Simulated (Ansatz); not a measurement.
# Decaying states in the gap of La2Cu2TeSO2

Wanted: the relaxed cell of La2Cu2TeSO2, its band edges and its decay constants. It is built by putting Te for Se in the La2Cu2SeSO2 structure of space group P4mm, with the volume rescaled by atomic radii. The parent structure comes from the Materials Project.

Main program and level: Ansatz 0.2.0; PBE DFT, plane waves, PAW files, in the first sound run; inputs show where later runs differ.

The structure was built from a prototype and need not be the compound's stable phase.

**1. Set-up**

Symmetry: P4mm, No. 99, tetragonal system. The conventional cell has a = 4.075 Å, b = 4.075 Å, c = 8.798 Å, α = 90.00°, β = 90.00°, γ = 90.00°. Nearest to La lie 4 O at 2.40 Å and 4 Te at 3.33 Å. La has 4 O at 2.40 Å nearest. Cu has 2 S at 2.44 Å and 2 Te at 2.56 Å nearest. Nearest to Te lie 4 Cu at 2.56 Å and 4 La at 3.33 Å. Nearest to S lie 4 Cu at 2.44 Å. Nearest to O lie 4 La at 2.40 Å. It derives from La2Cu2SeSO2. Te for Se in the La2Cu2SeSO2 structure of space group P4mm. Farther neighbours and most contacts between anions are not listed.

**2. Cell and atoms at rest**

The substituted atoms don't fit the parent's cell, so cell and atoms relax together. A small smearing keeps the run stable in case the gap closes on the way.

The input, input.yaml:

```yaml
crystal:
  lattice:
    - [4.0754735724, 0.0, 0.0]
    - [0.0, 4.0754735724, 0.0]
    - [0.0, 0.0, 8.7984605021]
  atoms:
    - { symbol: La, position: [0.5, 0.5, 0.858847] }
    - { symbol: La, position: [0.0, 0.0, 0.145897] }
    - { symbol: Cu, position: [0.0, 0.5, 0.491626] }
    - { symbol: Cu, position: [0.5, 0.0, 0.491626] }
    - { symbol: Te, position: [0.0, 0.0, 0.668151] }
    - { symbol: S, position: [0.5, 0.5, 0.338667] }
    - { symbol: O, position: [0.0, 0.5, 0.002592] }
    - { symbol: O, position: [0.5, 0.0, 0.002592] }
kpoints:
  mp_grid: { grid: [6, 6, 4] }
scf:
  occupations: { method: gaussian, width: 0.03 }
hamiltonian:
  xc: pbe
output:
  forces: true
  stress: true
relax:
  f_tol: 0.02
  max_steps: 60
  cell: {}
```

On the command line:

```sh
$ ansatz run input.yaml --threads 2 --pin off --max-ram 4096MiB --backend cpu --events-out ev --progress --plain --runs-dir out
```

Numbers of over 12 decimals in the logs are rounded to 6 here.

The log of the run:

```text
Engine: ansatz 0.2.0, aarch64-unknown-linux-gnu
Pseudopotentials: kind: paw
Pseudopotential: La, paw, valence charge 11, recommended cutoff 420 eV (normal), La.paw.azcp
Pseudopotential: Cu, paw, valence charge 19, recommended cutoff 420 eV (normal), Cu.paw.azcp
Pseudopotential: Te, paw, valence charge 16, recommended cutoff 420 eV (normal), Te.paw.azcp
Pseudopotential: S, paw, valence charge 6, recommended cutoff 420 eV (normal), S.paw.azcp
Pseudopotential: O, paw, valence charge 6, recommended cutoff 420 eV (normal), O.paw.azcp
Functional definition: PBE
  parameter kappa = 0.804
  parameter beta = 0.066725
  exchange = pbe_x(kappa = kappa, mu = beta*pi^2/3)
  correlation = pbe_c(beta = beta)
Crystal: 8 atoms, lattice volume = 146.138 Å³
Basis set: ecut = 420 eV, 2869 PW (Γ), exchange–correlation on 60×60×120 points (8 copies of the dense FFT grid, shifted against one another)
Bands: 57, of which v1, the nominal top of the filled ones, is band 47 counted from 1 (46 counted from 0)
Symmetry: 8 space group operations
Space group: P4mm (ITA 99), of the structure as read, at distance tolerance 5.3e-5 Å
k-points: 30 of 144 (time reversal used)
Non-local potential: La, projectors of the file, l = 0: 3, l = 1: 2, l = 2: 2, l = 3: 3
Non-local potential: Cu, projectors of the file, l = 0: 3, l = 1: 2, l = 2: 3, l = 3: 1
Non-local potential: Te, projectors of the file, l = 0: 2, l = 1: 2, l = 2: 2, l = 3: 2
Non-local potential: S, projectors of the file, l = 0: 2, l = 1: 2, l = 2: 2
Non-local potential: O, projectors of the file, l = 0: 2, l = 1: 2, l = 2: 1
PAW form: soft (Blöchl's): semilocal exchange-correlation on the pseudo side does not see the compensation charge
PAW one-centre angular grid: La, 590 points (default); XC on 64 Gauss nodes
PAW one-centre angular grid: Cu, 590 points (default); XC on 64 Gauss nodes
PAW one-centre angular grid: Te, 590 points (default); XC on 64 Gauss nodes
PAW one-centre angular grid: S, 110 points (default); XC on 64 Gauss nodes
PAW one-centre angular grid: O, 110 points (default); XC on 64 Gauss nodes
Initial density: superposition of atomic densities (neutral atoms: chi_scale 0, normalization atom), corrected by the library's trained network
Initial wavefunctions: pseudopotential atomic-orbital guess
Functional: x = pbe(κ = 0.804, μ = 0.219515), c = pbe(β = 0.066725)
SCF iter   1: F=—  HF=-34777.884261 eV  |F-HF|=—  |Δ(HF+E_count)|=         —  Δρ=2.47e-3  dr2=6.07e-3  ethr=1.77e-3  ⟨swp⟩=7.5  Hψ=7106  notcnv=0
preconditioner: auto → Resta (q_TF=auto, 2.535 Å⁻¹)  ε∞=7.6  [insulator: Δε(μ)=1.191 eV  Ē_g=9.544 eV  σ=0.030 eV  W_gap=1.00  n_scr=38 (ndim 8)  ℏωp=24.6 eV  f_vac=0.001  D(μ)=0.00/eV (n_scr^D=0)  ε∞_Penn≈7.6]
SCF iter   2: F=—  HF=-34777.887605 eV  |F-HF|=—  |Δ(HF+E_count)|=   3.34e-3  Δρ=2.46e-3  dr2=6.21e-3  ethr=6.46e-6  ⟨swp⟩=2.9  Hψ=4366  notcnv=0  defer=137
SCF iter   3: F=—  HF=-34777.887344 eV  |F-HF|=—  |Δ(HF+E_count)|=   2.61e-4  Δρ=1.18e-3  dr2=1.79e-3  ethr=6.46e-6  ⟨swp⟩=2.0  Hψ=2298  notcnv=0  defer=137
SCF iter   4: F=—  HF=-34777.887394 eV  |F-HF|=—  |Δ(HF+E_count)|=   4.95e-5  Δρ=4.83e-4  dr2=2.58e-4  ethr=1.90e-6  ⟨swp⟩=2.0  Hψ=2217  notcnv=0  defer=137
SCF iter   5: F=—  HF=-34777.887479 eV  |F-HF|=—  |Δ(HF+E_count)|=   8.49e-5  Δρ=2.61e-4  dr2=7.41e-5  ethr=2.74e-7  ⟨swp⟩=2.2  Hψ=2417  notcnv=0  defer=137
SCF iter   6: F=—  HF=-34777.887481 eV  |F-HF|=—  |Δ(HF+E_count)|=   2.76e-6  Δρ=1.37e-4  dr2=2.06e-5  ethr=7.88e-8  ⟨swp⟩=2.0  Hψ=2504  notcnv=0  defer=146
SCF iter   7: F=—  HF=-34777.887479 eV  |F-HF|=—  |Δ(HF+E_count)|=   2.27e-6  Δρ=3.45e-5  dr2=1.50e-6  ethr=2.19e-8  ⟨swp⟩=2.0  Hψ=2669  notcnv=0  defer=148
SCF iter   8: F=—  HF=-34777.887479 eV  |F-HF|=—  |Δ(HF+E_count)|=   1.16e-7  Δρ=1.53e-5  dr2=2.55e-7  ethr=1.60e-9  ⟨swp⟩=2.0  Hψ=2440  notcnv=0  defer=148
SCF iter   9: F=-34777.887479 eV  HF=-34777.887479 eV  |F-HF|=4.17e-8  |Δ(HF+E_count)|=   2.75e-8  Δρ=5.93e-6  dr2=3.87e-8  ethr=1.06e-10  ⟨swp⟩=4.8  Hψ=6962  notcnv=0
SCF 1 converged in 9 iterations: F = -34777.887479 eV  dr2 = 3.87e-8
  greatest PAW one-centre occupation: 1.000 electrons in one spin orbital (limit 2), on the Cu atom at site 3 (counted from 0), in its partial waves of l = 0
relax step   1: F+E_penalty+E_count = -34777.88747923 eV  Δ(F+E_penalty+E_count) = +0.000e0 eV  max|allowed force component| = 9.394e-1 eV/Å  Δτ_max = 0.0000 Å  P = +2.171 GPa  Ω = 146.138 Å³  (9 SCF iters, dr2 threshold 1.00e-7 eV, accepted)
Crystal: 8 atoms, lattice volume = 152.041 Å³
Basis set: ecut = 420 eV, 2973 PW (Γ), exchange–correlation on 60×60×120 points (8 copies of the dense FFT grid, shifted against one another)
Initial density: handed on by an earlier stage of this run
Initial wavefunctions: those handed on with the density
iter 1 solved again at ethr=3.01e-4 eV; its pass at ethr=3.10e-3 eV (dr2=2.83e-1 eV) is discarded
SCF iter   1: F=—  HF=-34778.076231 eV  |F-HF|=—  |Δ(HF+E_count)|=         —  Δρ=1.37e-2  dr2=2.83e-1  ethr=3.01e-4  ⟨swp⟩=1.8  Hψ=10211  notcnv=0
preconditioner: auto → Resta (q_TF=auto, 2.518 Å⁻¹)  ε∞=7.5  [insulator: Δε(μ)=1.234 eV  Ē_g=9.466 eV  σ=0.030 eV  W_gap=1.00  n_scr=38 (ndim 8)  ℏωp=24.1 eV  f_vac=0.004  D(μ)=0.00/eV (n_scr^D=0)  ε∞_Penn≈7.5]
SCF iter   2: F=—  HF=-34778.038916 eV  |F-HF|=—  |Δ(HF+E_count)|=   3.73e-2  Δρ=9.21e-3  dr2=9.42e-2  ethr=3.01e-4  ⟨swp⟩=4.3  Hψ=3007  notcnv=0
SCF iter   3: F=—  HF=-34778.027243 eV  |F-HF|=—  |Δ(HF+E_count)|=   1.17e-2  Δρ=6.73e-3  dr2=6.29e-2  ethr=1.00e-4  ⟨swp⟩=3.1  Hψ=3654  notcnv=0  defer=146
SCF iter   4: F=—  HF=-34778.014376 eV  |F-HF|=—  |Δ(HF+E_count)|=   1.29e-2  Δρ=1.66e-3  dr2=4.75e-3  ethr=6.69e-5  ⟨swp⟩=3.3  Hψ=2693  notcnv=0  defer=146
SCF iter   5: F=—  HF=-34778.013970 eV  |F-HF|=—  |Δ(HF+E_count)|=   4.06e-4  Δρ=8.57e-4  dr2=1.10e-3  ethr=5.05e-6  ⟨swp⟩=2.1  Hψ=2783  notcnv=0  defer=146
SCF iter   6: F=—  HF=-34778.013942 eV  |F-HF|=—  |Δ(HF+E_count)|=   2.79e-5  Δρ=1.32e-4  dr2=3.32e-5  ethr=1.17e-6  ⟨swp⟩=2.0  Hψ=2606  notcnv=0  defer=146
SCF iter   7: F=—  HF=-34778.014041 eV  |F-HF|=—  |Δ(HF+E_count)|=   9.86e-5  Δρ=1.40e-4  dr2=2.25e-5  ethr=3.53e-8  ⟨swp⟩=2.0  Hψ=2844  notcnv=0  defer=146
SCF iter   8: F=—  HF=-34778.014042 eV  |F-HF|=—  |Δ(HF+E_count)|=   9.19e-7  Δρ=2.78e-5  dr2=9.55e-7  ethr=2.40e-8  ⟨swp⟩=2.0  Hψ=2320  notcnv=0  defer=146
SCF iter   9: F=-34778.014042 eV  HF=-34778.014042 eV  |F-HF|=7.13e-8  |Δ(HF+E_count)|=   2.60e-7  Δρ=1.20e-5  dr2=1.78e-7  ethr=8.51e-10  ⟨swp⟩=4.9  Hψ=6363  notcnv=0
SCF 2 converged in 9 iterations: F = -34778.014042 eV  dr2 = 1.78e-7
[...]
SCF iter   6: F=—  HF=-34778.010941 eV  |F-HF|=—  |Δ(HF+E_count)|=   5.28e-5  Δρ=8.54e-5  dr2=1.37e-5  ethr=5.25e-7  ⟨swp⟩=2.4  Hψ=2794  notcnv=0  defer=134
SCF iter   7: F=—  HF=-34778.010950 eV  |F-HF|=—  |Δ(HF+E_count)|=   9.15e-6  Δρ=9.97e-5  dr2=1.12e-5  ethr=1.46e-8  ⟨swp⟩=2.0  Hψ=2844  notcnv=0  defer=134
SCF iter   8: F=-34778.010951 eV  HF=-34778.010950 eV  |F-HF|=7.82e-8  |Δ(HF+E_count)|=   5.49e-7  Δρ=1.04e-5  dr2=1.89e-7  ethr=8.51e-10  ⟨swp⟩=4.4  Hψ=7503  notcnv=0
SCF 3 converged in 8 iterations: F = -34778.010951 eV  dr2 = 1.89e-7
relax step   3: F+E_penalty+E_count = -34778.01095050 eV  Δ(F+E_penalty+E_count) = +3.092e-3 eV  max|allowed force component| = 6.299e-1 eV/Å  Δτ_max = 0.1525 Å  P = +1.265 GPa  Ω = 148.414 Å³  energy of the carried Pulay correction = -2.626e-3 eV  (8 SCF iters, dr2 threshold 8.00e-7 eV, rejected (line search))
[... from here on, the SCF cycles and remarks between the steps are left out ...]
relax step   4: F+E_penalty+E_count = -34778.08388465 eV  Δ(F+E_penalty+E_count) = -6.984e-2 eV  max|allowed force component| = 3.083e-1 eV/Å  Δτ_max = 0.0762 Å  P = +0.090 GPa  Ω = 150.404 Å³  energy of the carried Pulay correction = -4.890e-3 eV  (13 SCF iters, accepted)
relax step   5: F+E_penalty+E_count = -34778.09791688 eV  Δ(F+E_penalty+E_count) = -1.403e-2 eV  max|allowed force component| = 1.804e-1 eV/Å  Δτ_max = 0.0271 Å  P = +0.304 GPa  Ω = 150.480 Å³  energy of the carried Pulay correction = -4.975e-3 eV  (7 SCF iters, dr2 threshold 8.00e-7 eV, accepted)
relax step   6: F+E_penalty+E_count = -34778.10471270 eV  Δ(F+E_penalty+E_count) = -6.796e-3 eV  max|allowed force component| = 1.770e-2 eV/Å  Δτ_max = 0.0277 Å  P = +0.100 GPa  Ω = 150.970 Å³  energy of the carried Pulay correction = -5.528e-3 eV  (7 SCF iters, dr2 threshold 8.00e-7 eV, accepted)
relax step   7: F+E_penalty+E_count = -34778.10458134 eV  Δ(F+E_penalty+E_count) = +1.314e-4 eV  max|allowed force component| = 6.882e-3 eV/Å  Δτ_max = 0.0047 Å  P = -0.046 GPa  Ω = 151.291 Å³  energy of the carried Pulay correction = -5.888e-3 eV  (7 SCF iters, dr2 threshold 5.37e-8 eV, accepted)
relax step   8: F+E_penalty+E_count = -34778.10470703 eV  Δ(F+E_penalty+E_count) = -1.257e-4 eV  max|allowed force component| = 6.346e-4 eV/Å  Δτ_max = 0.0010 Å  P = -0.002 GPa  Ω = 151.197 Å³  energy of the carried Pulay correction = -5.783e-3 eV  (6 SCF iters, dr2 threshold 6.74e-9 eV, accepted)
relax step   9: F+E_penalty+E_count = -34778.11168117 eV  Δ(F+E_penalty+E_count) = -6.974e-3 eV  max|allowed force component| = 6.577e-4 eV/Å  Δτ_max = 0.0000 Å  P = +0.064 GPa  Ω = 151.197 Å³  stress off target by 1.11e-1 GPa  SCF on the basis re-selected at this cell (its energy is not comparable with the rows above)  (8 SCF iters)
relax step  10: F+E_penalty+E_count = -34778.11155403 eV  Δ(F+E_penalty+E_count) = +1.271e-4 eV  max|allowed force component| = 1.077e-3 eV/Å  Δτ_max = 0.0010 Å  P = -0.004 GPa  Ω = 151.367 Å³  energy of the carried Pulay correction = -1.915e-4 eV  (6 SCF iters, dr2 threshold 3.10e-8 eV, accepted)
iter 1 solved again at ethr=1.69e-6 eV; its pass at ethr=3.10e-3 eV (dr2=1.59e-3 eV) is discarded
SCF iter   1: F=—  HF=-34778.111742 eV  |F-HF|=—  |Δ(HF+E_count)|=         —  Δρ=1.94e-5  dr2=3.24e-8  ethr=1.69e-6  ⟨swp⟩=3.0  Hψ=11875  notcnv=0
eigensolver tolerance schedule: the retry pair's looser diagonalisation over-reported the residual by 49147.68 of it (diagonalisation noise at an unbounded share of the residual, at the tolerance the schedule requests for it); recorded, not acted on — ethr = c·dr2/N_el stays at c = 1.0e-1
preconditioner: auto → Resta (q_TF=auto, 2.520 Å⁻¹)  ε∞=7.5  [insulator: Δε(μ)=1.310 eV  Ē_g=9.440 eV  σ=0.030 eV  W_gap=1.00  n_scr=38 (ndim 8)  ℏωp=24.1 eV  f_vac=0.004  D(μ)=0.00/eV (n_scr^D=0)  ε∞_Penn≈7.5]
SCF iter   2: F=—  HF=-34778.111748 eV  |F-HF|=—  |Δ(HF+E_count)|=   6.85e-6  Δρ=9.96e-6  dr2=1.23e-8  ethr=3.45e-11  ⟨swp⟩=4.0  Hψ=5422  notcnv=0
SCF iter   3: F=—  HF=-34778.111750 eV  |F-HF|=—  |Δ(HF+E_count)|=   1.44e-6  Δρ=2.83e-6  dr2=4.80e-9  ethr=1.31e-11  ⟨swp⟩=2.0  Hψ=2424  notcnv=0
SCF iter   4: F=—  HF=-34778.111750 eV  |F-HF|=—  |Δ(HF+E_count)|=   6.59e-8  Δρ=3.97e-6  dr2=1.61e-8  ethr=5.10e-12  ⟨swp⟩=2.0  Hψ=3120  notcnv=0  recentre
SCF iter   5: F=—  HF=-34778.111750 eV  |F-HF|=—  |Δ(HF+E_count)|=   6.59e-9  Δρ=6.69e-7  dr2=3.43e-10  ethr=5.10e-12  ⟨swp⟩=2.0  Hψ=3120  notcnv=0
SCF iter   6: F=—  HF=-34778.111750 eV  |F-HF|=—  |Δ(HF+E_count)|=   3.91e-9  Δρ=3.25e-7  dr2=1.56e-10  ethr=1.00e-12  ⟨swp⟩=2.0  Hψ=2310  notcnv=0
SCF iter   7: F=-34778.111750 eV  HF=-34778.111750 eV  |F-HF|=3.64e-11  |Δ(HF+E_count)|=  9.46e-11  Δρ=1.55e-7  dr2=3.88e-11  ethr=1.00e-12  ⟨swp⟩=4.3  Hψ=6047  notcnv=0
SCF 11 converged in 7 iterations: F = -34778.111750 eV  dr2 = 3.88e-11
relax step  11: F+E_penalty+E_count = -34778.11174986 eV  Δ(F+E_penalty+E_count) = -1.958e-4 eV  max|allowed force component| = 1.012e-3 eV/Å  Δτ_max = 0.0000 Å  P = -0.003 GPa  Ω = 151.367 Å³  stress off target by 4.10e-3 GPa  SCF on the basis re-selected at this cell (its energy is not comparable with the rows above)  (7 SCF iters)
basis re-selected at this cell: Δ(F+E_penalty+E_count) = -1.958e-4 eV, ΔP = +0.001 GPa vs the last step (what re-selecting the basis moved, of the pressure what is left beyond the Pulay correction that the steps carried, after the strain that the cell walked since its last selection, with what the two solves' SCF thresholds leave and, on support functions, any second-order correction that the steps lacked; it is no m [...]
SCF converged after 7 iterations
Free energy (F): -34778.111750 eV
Harris-Foulkes:  -34778.111750 eV  (|F-HF|=3.64e-11)
Internal energy: -34778.111750 eV  (E = F + TS)
E sigma→0 (E₀):  -34778.111750 eV
Fermi energy:    12.313885 eV
--- Per-component energies (eV) ---
  E_band       = -1123.484272
  E_kinetic    = 1625.187404
  E_local      = -15432.433940  (includes V_loc(G=0)·N_el)
  E_nonlocal   = 805.677304
  E_hartree    = 7152.631078
  E_xc         = -827.205035
  E_vxc        = -906.832879  (∫ρ·V_xc dr)
  E_paw        = -19755.972189  (= ΣΔE_a)
  E_vpaw       = -1520.350303  (= ΣTr[D̂ρ^β])
  E_aug_tail   = 0.005250  (compensation charges beyond the density's cutoff)
  E_ewald      = -8346.001622
  E_smearing   = -0.000000  (= −TS)
  E_closure    = 0.000000  (closes the sum)
  Σ components = -34778.111750   (vs F -34778.111750, Δ=0.00e0)
--- Forces (eV/Å), atoms counted from 1 ---
  atom   1  La    -0.00000000    -0.00000000    -0.00101170
  atom   2  La    -0.00000000     0.00000000     0.00037482
  atom   3  Cu     0.00000000     0.00000000     0.00016041
  atom   4  Cu    -0.00000000    -0.00000000     0.00016041
  atom   5  Te    -0.00000000    -0.00000000     0.00025579
  atom   6  S      0.00000000     0.00000000     0.00037587
  atom   7  O     -0.00000000     0.00000000    -0.00015823
  atom   8  O      0.00000000    -0.00000000    -0.00015823
  max |Σ_I F_I| component: 8.41e-7 eV/Å
--- Stress (GPa, compression-positive) ---
       -0.004103       0.000000      -0.000000
        0.000000      -0.004103      -0.000000
       -0.000000      -0.000000      -0.000419
  P = ⅓ Tr σ = -0.0029 GPa (-0.029 kbar)
--- Relaxed structure (9 steps of the walk, 8 accepted, 2 SCFs on fresh bases) ---
  F+E_penalty+E_count = -34778.11174986 eV   max|allowed force component| = 1.012e-3 eV/Å   (the final SCF, on the basis selected at the relaxed cell)
  cell:  # Å, volume = 151.3670 Å³
    - [4.089103, 0.0, 0]
    - [0.0, 4.089103, 0.0]
    - [0, 0.0, 9.052638]
  atoms:
    - { symbol: La, position: [0.5, 0.5, 0.879851] }
    - { symbol: La, position: [0, 0.0, 0.151281] }
    - { symbol: Cu, position: [0, 0.5, 0.471225] }
    - { symbol: Cu, position: [0.5, 0.0, 0.471225] }
    - { symbol: Te, position: [0, 0.0, 0.665397] }
    - { symbol: S, position: [0.5, 0.5, 0.331388] }
    - { symbol: O, position: [0, 0.5, 0.014815] }
    - { symbol: O, position: [0.5, 0.0, 0.014815] }
```

Elapsed: 2.3 min, on 2 threads of Arm Neoverse V2, shared host; peak memory 0.56 GiB; 4.5 min of CPU time.

The steps of the relaxation:

| step | energy less that of the first step (eV) | largest force component (eV/Å) | pressure (GPa) | volume (Å³) |
| --- | --- | --- | --- | --- |
| 1 | 0.0000 | 0.9394 | 2.17 | 146.14 |
| 2 | -0.1266 | 0.9473 | 0.81 | 152.04 |
| 3 | -0.1235 | 0.6299 | 1.27 | 148.41 |
| 4 | -0.1964 | 0.3083 | 0.09 | 150.40 |
| 5 | -0.2104 | 0.1804 | 0.30 | 150.48 |
| 6 | -0.2172 | 0.0177 | 0.10 | 150.97 |
| 7 | -0.2171 | 0.0069 | -0.05 | 151.29 |
| 8 | -0.2172 | 0.0006 | 0.00 | 151.20 |
| 9* | -0.2242 | 0.0007 | 0.06 | 151.20 |
| 10 | -0.2241 | 0.0011 | 0.00 | 151.37 |
| 11* | -0.2243 | 0.0010 | 0.00 | 151.37 |

Relaxation steps marked * repeat the geometry before them on a plane-wave basis chosen anew for their cell, so energy and pressure can jump there. Relaxation step 3 was tried and not accepted.

Forces are held to the 8 operations that the run works with; a distortion that breaks them can't arise in this run.

| conventional cell, symmetrised | before | after | change |
| --- | --- | --- | --- |
| a (Å) | 4.075 | 4.089 | +0.3 % |
| b (Å) | 4.075 | 4.089 | +0.3 % |
| c (Å) | 8.798 | 9.053 | +2.9 % |
| volume (Å³/atom) | 18.27 | 18.92 | +3.6 % |

The atoms that moved most (Å, as changes of fractional coordinates times the final cell):

| atom | dx | dy | dz | length |
| --- | --- | --- | --- | --- |
| La1 | 0.000 | 0.000 | 0.190 | 0.190 |
| Cu3 | 0.000 | 0.000 | -0.185 | 0.185 |
| Cu4 | 0.000 | 0.000 | -0.185 | 0.185 |
| O7 | 0.000 | 0.000 | 0.111 | 0.111 |
| O8 | 0.000 | 0.000 | 0.111 | 0.111 |
| S6 | 0.000 | 0.000 | -0.066 | 0.066 |
| La2 | 0.000 | 0.000 | 0.049 | 0.049 |
| Te5 | 0.000 | 0.000 | -0.025 | 0.025 |

Final coordinates:

```cif
data_structure
_symmetry_space_group_name_H-M 'P 1'
_symmetry_Int_Tables_number 1
_cell_length_a 4.0891
_cell_length_b 4.0891
_cell_length_c 9.0526
_cell_angle_alpha 90.000
_cell_angle_beta 90.000
_cell_angle_gamma 90.000
_cell_volume 151.37
loop_
_atom_site_label
_atom_site_type_symbol
_atom_site_fract_x
_atom_site_fract_y
_atom_site_fract_z
_atom_site_occupancy
La1 La 0.50000 0.50000 0.87985 1
La2 La 0.00000 0.00000 0.15128 1
Cu3 Cu 0.00000 0.50000 0.47123 1
Cu4 Cu 0.50000 0.00000 0.47123 1
Te5 Te 0.00000 0.00000 0.66540 1
S6 S 0.50000 0.50000 0.33139 1
O7 O 0.00000 0.50000 0.01481 1
O8 O 0.50000 0.00000 0.01481 1
```

This step gave:

```yaml
free_energy: -34778.1117 eV
fermi_energy: 12.31 eV
pressure: -0.002875 GPa
```

The largest force component on a free atom ends at 0.0010 eV/Å.

(Part 1 of 4 ends here.)

[Logs are printed without paths, hosts, clocks, repeated set-up lines and the standing remarks that a program may print on its own settings, such as how far it seeks lower states.]

[Hosts, paths, dates, database ids (printed as entryN), source tags and the programs' standing remarks are cut or masked in the printed files.]
